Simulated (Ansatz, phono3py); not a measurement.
# KCl (Sylvite, Fm-3m): thermal conductivity with phono3py, part 3 of 5

Aim: with force constants in hand, see how mesh, solver, isotopes and boundaries change the conductivity of KCl (Sylvite).

Measurements to reproduce:
- thermal conductivity 7.1 W/m/K near room temperature (given in “Combining the AFLOW GIBBS and Elastic Libraries to efficiently and robustly screen thermo-mechanical properties of solids”, 2017, arXiv:1611.05714)
- thermal conductivity 7.1 W/m/K near room temperature (given in “Predicting the lattice thermal conductivity of solids by solving the Boltzmann transport equation: AFLOW - AAPL an automated, accurate and efficient framework”, 2017, arXiv:1611.05481)

phono3py 4.10.0; DFT LDA, scalar-relativistic, plane waves, PAW; PAW set soft_1; phono3py on Ansatz's force constants.

So far, κ at 300 K (W/m/K): step 2 (relaxation-time solution) 10.3; step 9 (q-mesh of the transport sums 21×21×21) 10.3; step 10 (q-mesh of the transport sums 27×27×27) 10.4; step 12 (boundary mean free path 0.01 micrometre) 3.96; step 13 (boundary mean free path 1 micrometre) 9.98.

## 14. Direct solution of the linearised equation, third order supercell 3×3×3, supercell 6×6×6

Solving the linearised equation directly keeps the heat that normal processes pass on between modes; it is dearer, so the mesh may be smaller.

phono3py.yaml

```yaml
phono3py:
  version: "4.10.0"
  frequency_unit_conversion_factor: 15.633302
  symmetry_tolerance: 1.00000e-05

physical_unit:
  atomic_mass: "AMU"
  length: "angstrom"

space_group:
  type: "Fm-3m"
  number: 225
  Hall_symbol: "-F 4 2 3"

primitive_matrix:
- [  1.000000000000000,  0.000000000000000,  0.000000000000000 ]
- [  0.000000000000000,  1.000000000000000,  0.000000000000000 ]
- [  0.000000000000000,  0.000000000000000,  1.000000000000000 ]

supercell_matrix:
- [   3,   0,   0 ]
- [   0,   3,   0 ]
- [   0,   0,   3 ]

# [primitive_cell block left out]
unit_cell:
  lattice:
  - [     0.000000000000000,     3.038637085300000,     3.038637085300000 ] # a
  - [     3.038637085300000,     0.000000000000000,     3.038637085300000 ] # b
  - [     3.038637085300000,     3.038637085300000,     0.000000000000000 ] # c
  points:
  - symbol: K # 1
    coordinates: [  0.000000000000000,  0.000000000000000,  0.000000000000000 ]
    mass: 39.098300
    reduced_to: 1
  - symbol: Cl # 2
    coordinates: [  0.500000000000000,  0.500000000000000,  0.500000000000000 ]
    mass: 35.450000
    reduced_to: 2

# [supercell block left out]
phonon_supercell_matrix:
- [   6,   0,   0 ]
- [   0,   6,   0 ]
- [   0,   0,   6 ]

# [phonon_primitive_cell block left out]
# [phonon_supercell block left out]
nac:
  born_effective_charge:
  - # 1 (K)
    - [  1.109090761846020,  0.000000000000000,  0.000000000000000 ]
    - [  0.000000000000000,  1.109090761846020,  0.000000000000000 ]
    - [  0.000000000000000,  0.000000000000000,  1.109090761846020 ]
  - # 2 (Cl)
    - [ -1.109090761846020,  0.000000000000000,  0.000000000000000 ]
    - [  0.000000000000000, -1.109090761846020,  0.000000000000000 ]
    - [  0.000000000000000,  0.000000000000000, -1.109090761846020 ]
  dielectric_constant:
    - [  2.507462363085693,  0.000000000000000,  0.000000000000000 ]
    - [  0.000000000000000,  2.507462363085693,  0.000000000000000 ]
    - [  0.000000000000000,  0.000000000000000,  2.507462363085693 ]
  unit_conversion_factor: 14.399645
```

Started as:

```
$ phono3py phono3py.yaml --mesh 17 17 17 --lbte --isotope --ts 100 300 600
```

What it wrote:

```text
[banner, memory and clock lines left out]
Rust backend (phonors) using rayon (8 threads).
Running in phono3py.load mode.
Spglib version 2.8.0
----------------------------- General settings -----------------------------
Run mode: conductivity-LBTE
HDF5 data compression filter: gzip
Crystal structure was read from "phono3py.yaml".
Supercell (dim): [3 3 3]
Phonon supercell (dim-fc2): [6 6 6]
Primitive matrix:
  [1. 0. 0.]
  [0. 1. 0.]
  [0. 0. 1.]
Spacegroup: Fm-3m (225)
Use -v option to watch primitive cell, unit cell, and supercell structures.
NAC parameters were read from "phono3py.yaml".
fc3 was read from "fc3.hdf5".
fc2 was read from "fc2.hdf5".
----------------------------- Force constants ------------------------------
Max drift of fc3: -0.00000000 (xxx) -0.00000000 (xxx) -0.00000000 (xxx)
Max drift of fc2: 0.00000000 (zz) 0.00000000 (zz)
--------------------------- Calculation settings ---------------------------
Non-analytical term correction (NAC): True
NAC unit conversion factor:  14.39964
BZ integration: Tetrahedron-method
Temperatures: 100.0  300.0  600.0
Cutoff frequency: 0.01
Mesh sampling: [ 17 17 17 ]
Generating grid system ... [ 17 17 17 ]
fc3-r2q-transformation over three atoms: True
--------------------------- Phonon calculations ----------------------------
  PRB 50, 13035(R) (1994), PRB 55, 10355 (1997)
  G-cutoff distance: 1.08, Number of G-points: 307, Lambda: 0.18
Running harmonic phonon calculations...
------------------- Lattice thermal conductivity (LBTE) -------------------
Running heat capacity calculations...
Running velocity calculations...
Running isotope scattering calculations with tetrahedron method...
======================= Grid point 0 (1/165) =======================
q-point: ( 0.00  0.00  0.00)
Boundary mean free path (millimeter): 1000.000
Mass variance parameters: 1.64e-04 5.83e-04
Number of triplets: 165
Frequency     group velocity (x, y, z)     |gv|
   0.000   (   0.000    0.000    0.000)    0.000
   0.000   (   0.000    0.000    0.000)    0.000
   0.000   (   0.000    0.000    0.000)    0.000
   4.833   (   0.000    0.000    0.000)    0.000
   4.833   (   0.000    0.000    0.000)    0.000
   4.833   (   0.000    0.000    0.000)    0.000
======================= Grid point 1 (2/165) =======================
q-point: ( 0.06  0.00  0.00)
Boundary mean free path (millimeter): 1000.000
Mass variance parameters: 1.64e-04 5.83e-04
Number of triplets: 489
Frequency     group velocity (x, y, z)     |gv|
   0.498   ( -17.073   17.073   17.073)   29.572
   0.498   ( -17.073   17.073   17.073)   29.572
   0.646   ( -22.174   22.174   22.174)   38.406
   4.817   (   1.114   -1.114   -1.114)    1.929
   4.817   (   1.114   -1.114   -1.114)    1.929
   6.620   (   1.682   -1.682   -1.682)    2.913
[162 grid points left out]
======================= Grid point 1322 (165/165) =======================
q-point: ( 0.71  0.47  0.24)
Boundary mean free path (millimeter): 1000.000
Mass variance parameters: 1.64e-04 5.83e-04
Number of triplets: 1305
Frequency     group velocity (x, y, z)     |gv|
   2.495   (  -0.000   13.514    1.573)   13.605
   2.663   (   0.000  -12.614   -6.873)   14.365
   3.788   (  -0.000   25.489    0.410)   25.493
   4.108   (   0.000  -21.894   -2.358)   22.020
   5.039   (   0.000    1.521    0.257)    1.542
   5.040   (  -0.000   -1.361    2.927)    3.228
=================== End of collection of collisions ===================
- Collision matrix shape (1, 3, 165, 6, 3, 165, 6, 3)
- Averaging collision matrix elements by phonon degeneracy [0.137s]
- Making collision matrix symmetric (Rust) [0.028s]
Diagonalize by scipy.linalg.lapack.dsyev sum=2.4e+01 d=-7.1e-15 [47.235s]
Pinv by ignoring 842/2970 dims under abs(eig)<1.0e-08 (np.dot) [0.015s]
----------- Thermal conductivity (W/m-k) with tetrahedron method -----------
#  T(K)        xx         yy         zz         yz         xz         xy
  100.0      37.612     37.612     37.612      0.000      0.000     -0.000
  (RTA)      29.358     29.358     29.358      0.000      0.000     -0.000
Diagonalize by scipy.linalg.lapack.dsyev sum=6.3e+01 d=-7.1e-15 [50.683s]
Pinv by ignoring 842/2970 dims under abs(eig)<1.0e-08 (np.dot) [0.017s]
#  T(K)        xx         yy         zz         yz         xz         xy
  300.0      13.981     13.981     13.981      0.000     -0.000     -0.000
  (RTA)      10.271     10.271     10.271      0.000      0.000     -0.000
Diagonalize by scipy.linalg.lapack.dsyev sum=1.2e+02 d=0.0e+00 [49.884s]
Pinv by ignoring 842/2970 dims under abs(eig)<1.0e-08 (np.dot) [0.017s]
#  T(K)        xx         yy         zz         yz         xz         xy
  600.0       7.245      7.245      7.245      0.000      0.000     -0.000
  (RTA)       5.232      5.232      5.232      0.000      0.000     -0.000
Thermal conductivity related properties were written into
"kappa-m171717.hdf5".
Eigenvalues of collision matrix were written into "coleigs-m171717.hdf5"
Summary of calculation was written in "phono3py.yaml".
```

The job ended after 2.9 min (8 threads of Intel Xeon at 2.70GHz, shared host; peak memory 0.36 GiB).

Numbers from this step:

```
κ at 300 K            : 13.98 W/m/K
κ xx, yy, zz at 300 K : 13.98, 13.98, 13.98 W/m/K
```

W/m/K. Kappa, by row:

| T (K) | xx | yy | zz | yz | xz | xy | RTA mean |
| --- | --- | --- | --- | --- | --- | --- | --- |
| 100 | 37.61 | 37.61 | 37.61 | 0 | 0 | 0 | 29.36 |
| 300 | 13.98 | 13.98 | 13.98 | 0 | 0 | 0 | 10.27 |
| 600 | 7.245 | 7.245 | 7.245 | 0 | 0 | 0 | 5.232 |

κ at 300 K goes from 10.3 in the base run to 14.0 W/(m K).

## 15. Adding coherences, third order supercell 3×3×3, supercell 6×6×6

Close branches can carry heat by tunnelling between them, which the particle picture leaves out.

phono3py.yaml is that of step 14.

Started as:

```
$ phono3py phono3py.yaml --mesh 17 17 17 --br --isotope --tt smm19 --ts 100 150 200 300 400 500 600 800
```

What it wrote:

```text
[banner, memory and clock lines left out]
Rust backend (phonors) using rayon (8 threads).
Running in phono3py.load mode.
Spglib version 2.8.0
----------------------------- General settings -----------------------------
Run mode: conductivity-RTA
HDF5 data compression filter: gzip
Crystal structure was read from "phono3py.yaml".
Supercell (dim): [3 3 3]
Phonon supercell (dim-fc2): [6 6 6]
Primitive matrix:
  [1. 0. 0.]
  [0. 1. 0.]
  [0. 0. 1.]
Spacegroup: Fm-3m (225)
Use -v option to watch primitive cell, unit cell, and supercell structures.
NAC parameters were read from "phono3py.yaml".
fc3 was read from "fc3.hdf5".
fc2 was read from "fc2.hdf5".
----------------------------- Force constants ------------------------------
Max drift of fc3: -0.00000000 (xxx) -0.00000000 (xxx) -0.00000000 (xxx)
Max drift of fc2: 0.00000000 (zz) 0.00000000 (zz)
--------------------------- Calculation settings ---------------------------
Non-analytical term correction (NAC): True
NAC unit conversion factor:  14.39964
BZ integration: Tetrahedron-method
Temperature:  100.0  150.0  200.0  300.0  400.0 ... 800.0
Cutoff frequency: 0.01
Mesh sampling: [ 17 17 17 ]
Generating grid system ... [ 17 17 17 ]
fc3-r2q-transformation over three atoms: True
Optional transport type: SMM19
--------------------------- Phonon calculations ----------------------------
  PRB 50, 13035(R) (1994), PRB 55, 10355 (1997)
  G-cutoff distance: 1.08, Number of G-points: 307, Lambda: 0.18
Running harmonic phonon calculations...
-------------------- Lattice thermal conductivity (RTA) --------------------
Running heat capacity calculations...
Running velocity calculations...
Running isotope scattering calculations with tetrahedron method...
======================= Grid point 0 (1/165) =======================
q-point: ( 0.00  0.00  0.00)
Boundary mean free path (millimeter): 1000.000
Mass variance parameters: 1.64e-04 5.83e-04
Number of triplets: 165
Frequency     group velocity (x, y, z)     |gv|
   0.000   (   0.000    0.000    0.000)    0.000
   0.000   (   0.000    0.000    0.000)    0.000
   0.000   (   0.000    0.000    0.000)    0.000
   4.833   (   0.000    0.000    0.000)    0.000
   4.833   (   0.000    0.000    0.000)    0.000
   4.833   (   0.000    0.000    0.000)    0.000
======================= Grid point 1 (2/165) =======================
q-point: ( 0.06  0.00  0.00)
Boundary mean free path (millimeter): 1000.000
Mass variance parameters: 1.64e-04 5.83e-04
Number of triplets: 489
Frequency     group velocity (x, y, z)     |gv|
   0.498   ( -17.073   17.073   17.073)   29.572
   0.498   ( -17.073   17.073   17.073)   29.572
   0.646   ( -22.174   22.174   22.174)   38.406
   4.817   (   1.114   -1.114   -1.114)    1.929
   4.817   (   1.114   -1.114   -1.114)    1.929
   6.620   (   1.682   -1.682   -1.682)    2.913
[162 grid points left out]
======================= Grid point 1322 (165/165) =======================
q-point: ( 0.71  0.47  0.24)
Boundary mean free path (millimeter): 1000.000
Mass variance parameters: 1.64e-04 5.83e-04
Number of triplets: 1305
Frequency     group velocity (x, y, z)     |gv|
   2.495   (  -0.000   13.514    1.573)   13.605
   2.663   (   0.000  -12.614   -6.873)   14.365
   3.788   (  -0.000   25.489    0.410)   25.493
   4.108   (   0.000  -21.894   -2.358)   22.020
   5.039   (   0.000    1.521    0.257)    1.542
   5.040   (  -0.000   -1.361    2.927)    3.228
=================== End of collection of collisions ===================
----------- Thermal conductivity (W/m-k) with tetrahedron method -----------
#          T(K)        xx         yy         zz         yz         xz         xy
K_intra   100.0      29.358     29.358     29.358      0.000      0.000     -0.000
K_intra   150.0      19.926     19.926     19.926      0.000      0.000     -0.000
K_intra   200.0      15.155     15.155     15.155      0.000      0.000     -0.000
K_intra   300.0      10.271     10.271     10.271      0.000      0.000     -0.000
K_intra   400.0       7.774      7.774      7.774      0.000      0.000     -0.000
K_intra   500.0       6.254      6.254      6.254      0.000      0.000     -0.000
K_intra   600.0       5.232      5.232      5.232      0.000      0.000     -0.000
K_intra   800.0       3.944      3.944      3.944      0.000      0.000     -0.000

K_inter   100.0       0.103      0.103      0.103      0.000     -0.000     -0.000
K_inter   150.0       0.104      0.104      0.104      0.000      0.000     -0.000
K_inter   200.0       0.109      0.109      0.109      0.000      0.000     -0.000
K_inter   300.0       0.120      0.120      0.120      0.000      0.000     -0.000
K_inter   400.0       0.131      0.131      0.131      0.000      0.000     -0.000
K_inter   500.0       0.141      0.141      0.141      0.000      0.000     -0.000
K_inter   600.0       0.150      0.150      0.150      0.000      0.000     -0.000
K_inter   800.0       0.165      0.165      0.165      0.000      0.000     -0.000

K_TOT     100.0      29.461     29.461     29.461      0.000      0.000     -0.000
K_TOT     150.0      20.030     20.030     20.030      0.000      0.000     -0.000
K_TOT     200.0      15.264     15.264     15.264      0.000      0.000     -0.000
K_TOT     300.0      10.392     10.392     10.392      0.000      0.000     -0.000
K_TOT     400.0       7.905      7.905      7.905      0.000      0.000     -0.000
K_TOT     500.0       6.396      6.396      6.396      0.000      0.000     -0.000
K_TOT     600.0       5.382      5.382      5.382      0.000      0.000     -0.000
K_TOT     800.0       4.108      4.108      4.108      0.000      0.000     -0.000

Thermal conductivity related properties were written into
"kappa-m171717.hdf5".
Summary of calculation was written in "phono3py.yaml".
```

Wall time 23 s (8 threads); peak memory 0.24 GiB; 2.2 min of CPU time.

Numbers from this step:

* κ at 300 K: 10.39 W/m/K
* κ xx, yy, zz at 300 K: 10.39, 10.39, 10.39 W/m/K

W/m/K. Kappa, by row:

| T (K) | xx | yy | zz | yz | xz | xy | intra mean | inter mean |
| --- | --- | --- | --- | --- | --- | --- | --- | --- |
| 100 | 29.46 | 29.46 | 29.46 | 0 | 0 | 0 | 29.36 | 0.1028 |
| 150 | 20.03 | 20.03 | 20.03 | 0 | 0 | 0 | 19.93 | 0.1037 |
| 200 | 15.26 | 15.26 | 15.26 | 0 | 0 | 0 | 15.15 | 0.109 |
| 300 | 10.39 | 10.39 | 10.39 | 0 | 0 | 0 | 10.27 | 0.1203 |
| 400 | 7.905 | 7.905 | 7.905 | 0 | 0 | 0 | 7.774 | 0.1311 |
| 500 | 6.396 | 6.396 | 6.396 | 0 | 0 | 0 | 6.254 | 0.141 |
| 600 | 5.382 | 5.382 | 5.382 | 0 | 0 | 0 | 5.232 | 0.15 |
| 800 | 4.108 | 4.108 | 4.108 | 0 | 0 | 0 | 3.944 | 0.1646 |

κ at 300 K goes from 10.3 in the base run to 10.4 W/(m K).

## 16. Gaussian smearing, third order supercell 3×3×3, supercell 6×6×6

A Gaussian replaces the tetrahedron method for energy conservation; its width must match the mesh.

phono3py.yaml is that of step 15.

Started as:

```
$ phono3py phono3py.yaml --mesh 17 17 17 --br --isotope --sigma 0.03 --ts 100 300 600
```

What it wrote:

```text
[banner, memory and clock lines left out]
Rust backend (phonors) using rayon (8 threads).
Running in phono3py.load mode.
Spglib version 2.8.0
----------------------------- General settings -----------------------------
Run mode: conductivity-RTA
HDF5 data compression filter: gzip
Crystal structure was read from "phono3py.yaml".
Supercell (dim): [3 3 3]
Phonon supercell (dim-fc2): [6 6 6]
Primitive matrix:
  [1. 0. 0.]
  [0. 1. 0.]
  [0. 0. 1.]
Spacegroup: Fm-3m (225)
Use -v option to watch primitive cell, unit cell, and supercell structures.
NAC parameters were read from "phono3py.yaml".
fc3 was read from "fc3.hdf5".
fc2 was read from "fc2.hdf5".
----------------------------- Force constants ------------------------------
Max drift of fc3: -0.00000000 (xxx) -0.00000000 (xxx) -0.00000000 (xxx)
Max drift of fc2: 0.00000000 (zz) 0.00000000 (zz)
--------------------------- Calculation settings ---------------------------
Non-analytical term correction (NAC): True
NAC unit conversion factor:  14.39964
BZ integration: Smearing=0.03
Temperature:  100.0  300.0  600.0
Cutoff frequency: 0.01
Mesh sampling: [ 17 17 17 ]
Generating grid system ... [ 17 17 17 ]
fc3-r2q-transformation over three atoms: True
--------------------------- Phonon calculations ----------------------------
  PRB 50, 13035(R) (1994), PRB 55, 10355 (1997)
  G-cutoff distance: 1.08, Number of G-points: 307, Lambda: 0.18
Running harmonic phonon calculations...
-------------------- Lattice thermal conductivity (RTA) --------------------
Running heat capacity calculations...
Running velocity calculations...
Running isotope scattering calculations sigma=0.03...
======================= Grid point 0 (1/165) =======================
q-point: ( 0.00  0.00  0.00)
Boundary mean free path (millimeter): 1000.000
Mass variance parameters: 1.64e-04 5.83e-04
Number of triplets: 165
Frequency     group velocity (x, y, z)     |gv|
   0.000   (   0.000    0.000    0.000)    0.000
   0.000   (   0.000    0.000    0.000)    0.000
   0.000   (   0.000    0.000    0.000)    0.000
   4.833   (   0.000    0.000    0.000)    0.000
   4.833   (   0.000    0.000    0.000)    0.000
   4.833   (   0.000    0.000    0.000)    0.000
======================= Grid point 1 (2/165) =======================
q-point: ( 0.06  0.00  0.00)
Boundary mean free path (millimeter): 1000.000
Mass variance parameters: 1.64e-04 5.83e-04
Number of triplets: 489
Frequency     group velocity (x, y, z)     |gv|
   0.498   ( -17.073   17.073   17.073)   29.572
   0.498   ( -17.073   17.073   17.073)   29.572
   0.646   ( -22.174   22.174   22.174)   38.406
   4.817   (   1.114   -1.114   -1.114)    1.929
   4.817   (   1.114   -1.114   -1.114)    1.929
   6.620   (   1.682   -1.682   -1.682)    2.913
[162 grid points left out]
======================= Grid point 1322 (165/165) =======================
q-point: ( 0.71  0.47  0.24)
Boundary mean free path (millimeter): 1000.000
Mass variance parameters: 1.64e-04 5.83e-04
Number of triplets: 1305
Frequency     group velocity (x, y, z)     |gv|
   2.495   (  -0.000   13.514    1.573)   13.605
   2.663   (   0.000  -12.614   -6.873)   14.365
   3.788   (  -0.000   25.489    0.410)   25.493
   4.108   (   0.000  -21.894   -2.358)   22.020
   5.039   (   0.000    1.521    0.257)    1.542
   5.040   (  -0.000   -1.361    2.927)    3.228
=================== End of collection of collisions ===================
----------- Thermal conductivity (W/m-k) for sigma=0.03 -----------
#  T(K)        xx         yy         zz         yz         xz         xy
  100.0      30.422     30.422     30.422      0.000      0.000     -0.000
  300.0      10.776     10.776     10.776      0.000      0.000     -0.000
  600.0       5.507      5.507      5.507      0.000      0.000     -0.000

Thermal conductivity related properties and sigma 0.03
were written into "kappa-m171717-s0.03.hdf5".
Summary of calculation was written in "phono3py.yaml".
```

Run time: 18 s. Hardware: 8 threads; peak memory 0.24 GiB; 1.7 min of CPU time.

Numbers from this step:

- κ at 300 K: 10.78 W/m/K
- κ xx, yy, zz at 300 K: 10.78, 10.78, 10.78 W/m/K

W/m/K. Kappa, by row:

| T (K) | xx | yy | zz | yz | xz | xy |
| --- | --- | --- | --- | --- | --- | --- |
| 100 | 30.42 | 30.42 | 30.42 | 0 | 0 | 0 |
| 300 | 10.78 | 10.78 | 10.78 | 0 | 0 | 0 |
| 600 | 5.507 | 5.507 | 5.507 | 0 | 0 | 0 |

With a width of 0.03 THz κ at 300 K is 10.8 W/(m K), +5.0 % from the tetrahedron value.

For the κ at 300 K, step 2 gave 10.3 W/m/K; this run, with delta function Gaussian and sigma 0.03 THz, gives 10.8 W/m/K (+5 %).

(Continued in part 4 of 5.)

[Logs are printed without paths, hosts, clocks, repeated set-up lines and the standing remarks that a program may print on its own settings, such as how far it seeks lower states.]

[Hosts, paths, dates, database ids (printed as entryN), source tags and the programs' standing remarks are cut or masked in the printed files.]

[A step with changed settings may run another functional than the one named; its input shows which.]
